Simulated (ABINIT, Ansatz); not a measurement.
# Quasiparticle gap of CsPbCl3 (Pm-3m) in ABINIT

Aim: the G0W0 gap of CsPbCl3 (Pm-3m) on PBE, step by step.

Program: ABINIT 10.8.3. Level of theory: PBE and many-body steps on it, plane waves. Results are calculated unless marked as measured.

## Step 1: Set-up

The structure is cubic, space group Pm-3m (No. 221). The conventional cell has a = 5.605 Å, b = 5.605 Å, c = 5.605 Å, α = 90.00°, β = 90.00°, γ = 90.00°. Cs has 12 Cl at 3.96 Å nearest. Pb has 6 Cl at 2.80 Å nearest. Nearest to Cl lie 2 Pb at 2.80 Å and 4 Cs at 3.96 Å. Farther neighbours and most contacts between anions are not listed.

The cell and positions come from the Crystallography Open Database and are kept as given unless a step says otherwise. Spin-orbit coupling is left out unless a step names it.

## Step 2: Ground state

This step: ABINIT 10.8.3; DFT, PBE, plane waves, norm-conserving pseudopotentials.

The ground-state density comes first.

Input file run.abi:

```
acell 3*1.0 Angstrom
rprim 
  5.605000000000 0.000000000000 0.000000000000
  0.000000000000 5.605000000000 0.000000000000
  0.000000000000 0.000000000000 5.605000000000
ntypat 3
znucl 55 82 17
natom 5
typat 1 2 3 3 3
xred 
  0.000000000000 0.000000000000 0.000000000000
  0.500000000000 0.500000000000 0.500000000000
  0.500000000000 0.500000000000 0.000000000000
  0.000000000000 0.500000000000 0.500000000000
  0.500000000000 0.000000000000 0.500000000000
pp_dirpath "pseudos"
pseudos "Cs.upf, Pb.upf, Cl.upf"
ecut 32
ngkpt 4 4 4
nshiftk 1
shiftk 0 0 0
kptopt 1
chksymbreak 0
nband 32
occopt 1
tolvrs 1e-08
nstep 60
prtwf 0
indata_prefix "in"
outdata_prefix "out"
tmpdata_prefix "tmp"
```

The run is started by

```console
$ OMP_NUM_THREADS=1 mpirun -n 4 abinit run.abi > log
```

Numbers of over 12 decimals in the logs are rounded to 6 here.

What it wrote:

```text
.Version 10.8.3 of ABINIT. v10.8.2 released Aug 2026.

 Symmetries : space group Pm -3 m (#221); Bravais cP (primitive cubic)
================================================================================
 Values of the parameters that define the memory need of the present run
     intxc =       0    ionmov =       0      iscf =       7    lmnmax =       8
     lnmax =       8     mgfft =      54  mpssoang =       4    mqgrid =    3001
     natom =       5  nloc_mem =       1    nspden =       1   nspinor =       1
    nsppol =       1      nsym =      48    n1xccc =    2501    ntypat =       3
    occopt =       1   xclevel =       2
-    mband =          32        mffmem =           1         mkmem =           3
       mpw =       10315          nfft =      157464          nkpt =          10
================================================================================
  Rough estimation (10% accuracy) of disk space for files :
================================================================================

--------------------------------------------------------------------------------
------------- Echo of variables that govern the present computation ------------
--------------------------------------------------------------------------------
 -outvars: echo values of preprocessed input variables --------
            acell      1.8897261259E+00  1.8897261259E+00  1.8897261259E+00 Bohr

      chksymbreak           0
             ecut      3.20000000E+01 Hartree
-          fftalg         312

              ixc     -101130
              kpt      0.00000000E+00  0.00000000E+00  0.00000000E+00
                       2.50000000E-01  0.00000000E+00  0.00000000E+00
                       5.00000000E-01  0.00000000E+00  0.00000000E+00
                       2.50000000E-01  2.50000000E-01  0.00000000E+00
                       5.00000000E-01  2.50000000E-01  0.00000000E+00
                       5.00000000E-01  5.00000000E-01  0.00000000E+00
                       2.50000000E-01  2.50000000E-01  2.50000000E-01
                       5.00000000E-01  2.50000000E-01  2.50000000E-01
                       5.00000000E-01  5.00000000E-01  2.50000000E-01
                       5.00000000E-01  5.00000000E-01  5.00000000E-01
         kptrlatt        4    0    0      0    4    0      0    0    4
          kptrlen      4.23676597E+01
P           mkmem           3
            natom           5
            nband          32
            ngfft          54      54      54
             nkpt          10
            nstep          60
             nsym          48
           ntypat           3
              occ      2.000000  2.000000  2.000000  2.000000  2.000000  2.000000
                       2.000000  2.000000  2.000000  2.000000  2.000000  2.000000
                       2.000000  2.000000  2.000000  2.000000  2.000000  2.000000
                       2.000000  2.000000  2.000000  2.000000  2.000000  2.000000
                       2.000000  2.000000  0.000000  0.000000  0.000000  0.000000
                       0.000000  0.000000
            prtwf           0
            rprim      5.6050000000E+00  0.0000000000E+00  0.0000000000E+00
                       0.0000000000E+00  5.6050000000E+00  0.0000000000E+00
[...]
spgroup         221

           tolvrs      1.00000000E-08

             xred      0.0000000000E+00  0.0000000000E+00  0.0000000000E+00
[...]
znucl       55.00000   82.00000   17.00000

================================================================================

 chkinp: Checking input parameters for consistency.

================================================================================
== DATASET  1 ==================================================================
-   mpi_nproc: 4, omp_nthreads: 1 (-1 if OMP is not activated)

--- !DatasetInfo
iteration_state: {dtset: 1, }
dimensions: {natom: 5, nkpt: 10, mband: 32, nsppol: 1, nspinor: 1, nspden: 1, mpw: 10315, }
cutoff_energies: {ecut:  32.0, pawecutdg:  -1.0, }
electrons: {nelect:   5.20000000E+01, charge:   0.00000000E+00, occopt:   1.00000000E+00, tsmear:   1.00000000E-02, }

 Real(R)+Recip(G) space primitive vectors, cartesian coordinates (Bohr,Bohr^-1):
 R(1)= 10.5919149  0.0000000  0.0000000  G(1)=  0.0944116  0.0000000  0.0000000
 R(2)=  0.0000000 10.5919149  0.0000000  G(2)=  0.0000000  0.0944116  0.0000000
 R(3)=  0.0000000  0.0000000 10.5919149  G(3)=  0.0000000  0.0000000  0.0944116
 Unit cell volume ucvol=  1.1882928E+03 bohr^3
 Angles (23,13,12)=  9.00000000E+01  9.00000000E+01  9.00000000E+01 degrees

 getcut: wavevector=  0.0000  0.0000  0.0000  ngfft=  54  54  54
         ecut(hartree)=     32.000   => boxcut(ratio)=   2.00207

--- Pseudopotential description ------------------------------------------------
- Cs Generated using ONCVPSP code by D. R. Hamann
- 55.00000   9.00000  171031                  znucl, zion, pspdat
12 -101130 3 -1 2414                          pspcod,pspxc,lmax,lloc,mmax
     nproj     2     2     2     2
  pspatm : epsatm=   22.81663564
         --- l  ekb(1:nproj) -->
[...]
pspatm: atomic psp has been read  and splines computed

- Pb Generated using ONCVPSP code by D. R. Hamann
- 82.00000  22.00000  220131                  znucl, zion, pspdat
[...]
ETOT  4  -282.63648421894    -2.480E-04 1.144E-03 6.246E-01
 ETOT  5  -282.63651776948    -3.355E-05 5.387E-04 1.494E-01
 ETOT  6  -282.63652215599    -4.387E-06 1.679E-04 2.358E-02
 ETOT  7  -282.63652346236    -1.306E-06 7.571E-05 4.557E-03
 ETOT  8  -282.63652366616    -2.038E-07 8.369E-05 2.074E-04
 ETOT  9  -282.63652367534    -9.183E-09 3.768E-05 4.005E-06
 ETOT 10  -282.63652367576    -4.252E-10 3.799E-05 2.413E-07
 ETOT 11  -282.63652367582    -5.139E-11 1.735E-05 4.773E-09

 At SCF step   11       vres2   =  4.77E-09 < tolvrs=  1.00E-08 =>converged.

 Cartesian components of stress tensor (hartree/bohr^3)
  sigma(1 1)= -4.08266935E-05  sigma(3 2)=  0.00000000E+00
  sigma(2 2)= -4.08266935E-05  sigma(3 1)=  0.00000000E+00
  sigma(3 3)= -4.08266935E-05  sigma(2 1)=  0.00000000E+00

--- !ResultsGS
iteration_state: {dtset: 1, }
comment   : Summary of ground state results
lattice_vectors:
- [ 10.5919149,   0.0000000,   0.0000000, ]
- [  0.0000000,  10.5919149,   0.0000000, ]
- [  0.0000000,   0.0000000,  10.5919149, ]
lattice_lengths: [  10.59191,   10.59191,   10.59191, ]
lattice_angles: [ 90.000,  90.000,  90.000, ] # degrees, (23, 13, 12)
lattice_volume:   1.1882928E+03
convergence: {deltae: -5.139E-11, res2:  4.773E-09, residm:  1.735E-05, diffor: null, }
etotal    :  -2.82636524E+02
entropy   :   0.00000000E+00
fermie    :   1.02427899E-01
cartesian_stress_tensor: # hartree/bohr^3
- [ -4.08266935E-05,   0.00000000E+00,   0.00000000E+00, ]
- [  0.00000000E+00,  -4.08266935E-05,   0.00000000E+00, ]
- [  0.00000000E+00,   0.00000000E+00,  -4.08266935E-05, ]
pressure_GPa:   1.2012E+00
xred      :
- [  0.0000E+00,   0.0000E+00,   0.0000E+00, Cs]
- [  5.0000E-01,   5.0000E-01,   5.0000E-01, Pb]
- [  5.0000E-01,   5.0000E-01,   0.0000E+00, Cl]
- [  0.0000E+00,   5.0000E-01,   5.0000E-01, Cl]
- [  5.0000E-01,   0.0000E+00,   5.0000E-01, Cl]
cartesian_forces: # hartree/bohr
- [ -0.00000000E+00,  -0.00000000E+00,  -0.00000000E+00, ]
- [ -0.00000000E+00,  -0.00000000E+00,  -0.00000000E+00, ]
- [ -0.00000000E+00,  -0.00000000E+00,  -0.00000000E+00, ]
- [ -0.00000000E+00,  -0.00000000E+00,  -0.00000000E+00, ]
- [ -0.00000000E+00,  -0.00000000E+00,  -0.00000000E+00, ]
force_length_stats: {min:   0.00000000E+00, max:   0.00000000E+00, mean:   0.00000000E+00, }

 Integrated electronic density in atomic spheres:
 ------------------------------------------------
 Atom  Sphere_radius  Integrated_density
[...]
================================================================================

 ----iterations are completed or convergence reached----

 Mean square residual over all n,k,spin=   12.519E-08; max=  17.347E-06
 reduced coordinates (array xred) for    5 atoms
       0.000000000000      0.000000000000      0.000000000000
       0.500000000000      0.500000000000      0.500000000000
       0.500000000000      0.500000000000      0.000000000000
       0.000000000000      0.500000000000      0.500000000000
       0.500000000000      0.000000000000      0.500000000000
 rms dE/dt=  0.0000E+00; max dE/dt=  0.0000E+00; dE/dt below (all hartree)
    1       0.000000000000      0.000000000000      0.000000000000
    2       0.000000000000      0.000000000000      0.000000000000
    3       0.000000000000      0.000000000000      0.000000000000
    4       0.000000000000      0.000000000000      0.000000000000
    5       0.000000000000      0.000000000000      0.000000000000

 cartesian coordinates (angstrom) at end:
    1      0.000000     0.000000     0.000000
    2      2.802500     2.802500     2.802500
    3      2.802500     2.802500     0.000000
    4      0.000000     2.802500     2.802500
    5      2.802500     0.000000     2.802500

 cartesian forces (hartree/bohr) at end:
[...]
frms,max,avg= 0.0000000E+00 0.0000000E+00   0.000E+00  0.000E+00  0.000E+00 h/b

 cartesian forces (eV/Angstrom) at end:
    1     -0.000000    -0.000000    -0.000000
    2     -0.000000    -0.000000    -0.000000
    3     -0.000000    -0.000000    -0.000000
    4     -0.000000    -0.000000    -0.000000
    5     -0.000000    -0.000000    -0.000000
 frms,max,avg= 0.0000000E+00 0.0000000E+00   0.000E+00  0.000E+00  0.000E+00 e/A
 length scales=  1.889726125908  1.889726125908  1.889726125908 bohr
              =  1.000000000000  1.000000000000  1.000000000000 angstroms
 prteigrs : about to open file out_EIG
 Fermi (or HOMO) energy (hartree) =   0.10243   Average Vxc (hartree)=  -0.29278
 Eigenvalues (hartree) for nkpt=  10  k points:
 kpt#   1, nband= 32, wtk=  0.01563, kpt=  0.0000  0.0000  0.0000 (reduced coord)
  -5.02370   -2.88158   -2.88158   -2.88158   -0.68291   -0.51653   -0.51653   -0.50762
  -0.50762   -0.50762   -0.45513   -0.42305   -0.42305   -0.19776   -0.19776   -0.19776
  -0.14101   -0.06948   -0.06948   -0.06948    0.00536    0.00536    0.00536    0.00927
   0.00927    0.00927    0.22532    0.25983    0.25983    0.29325    0.29325    0.29325
 prteigrs : prtvol=0 or 1, do not print more k-points.

--- !EnergyTerms
iteration_state     : {dtset: 1, }
comment             : Components of total free energy in Hartree
kinetic             :  8.08797040700819E+01
hartree             :  1.00499096126179E+02
xc                  : -5.43967834896113E+01
Ewald energy        : -1.33017418738071E+02
psp_core            :  3.38783852564955E+00
local_psp           : -3.03728844613565E+02
non_local_psp       :  2.37398844435198E+01
total_energy        : -2.82636523675816E+02
total_energy_eV     : -7.69093161296399E+03
band_energy         : -3.80895010693657E+01

 Cartesian components of stress tensor (hartree/bohr^3)
  sigma(1 1)= -4.08266935E-05  sigma(3 2)=  0.00000000E+00
  sigma(2 2)= -4.08266935E-05  sigma(3 1)=  0.00000000E+00
  sigma(3 3)= -4.08266935E-05  sigma(2 1)=  0.00000000E+00

-Cartesian components of stress tensor (GPa)         [Pressure=  1.2012E+00 GPa]
- sigma(1 1)= -1.20116279E+00  sigma(3 2)=  0.00000000E+00
- sigma(2 2)= -1.20116279E+00  sigma(3 1)=  0.00000000E+00
- sigma(3 3)= -1.20116279E+00  sigma(2 1)=  0.00000000E+00

== END DATASET(S) ==============================================================
================================================================================

 -outvars: echo values of variables after computation  --------
           etotal     -2.8263652368E+02
            nband          32
             nkpt          10
          spgroup         221
 [... the other variables as echoed above ...]

 Calculation completed.
```

Wall time 81 s (4 MPI ranks of Arm Neoverse N1, shared host); peak memory 0.43 GiB.

Numbers from this step:

| Quantity | Value |
| --- | --- |
| total energy | -7690.9316 eV |
| gap | 1.932 eV |
| k of the valence top | 0.5, 0.5, 0.5 |
| k of the conduction bottom | 0.5, 0.5, 0.5 |
| least direct gap | 1.932 eV |
| pressure | 1.201 GPa |

The gap is direct, at (0.500, 0.500, 0.500).

The cutoff was set for levels, not for stress, so the pressure can be off by some GPa.

(Part 1 of 3 ends here.)

[Paths, hosts, dates, memory and timing lines, banners, echoed tables and standing remarks are left out of the program output.]

[Logs are printed without paths, hosts, clocks, repeated set-up lines and the standing remarks that a program may print on its own settings, such as how far it seeks lower states.]

[Runs of the session that timed out or met a known fault of the program may be left out.]

[Hosts, paths, dates, database ids (printed as entryN), source tags and the programs' standing remarks are cut or masked in the printed files.]

[G0W0 gaps are taken among the corrected bands and points alone; a level outside them can change the order at an edge.]

[Where Ansatz stands beside ABINIT at settings called matched, ABINIT's density can come from a denser mesh and the files from another edition; pairs whose starting gaps differed by over 0.03 eV were left out, so agreement reads better than it is.]
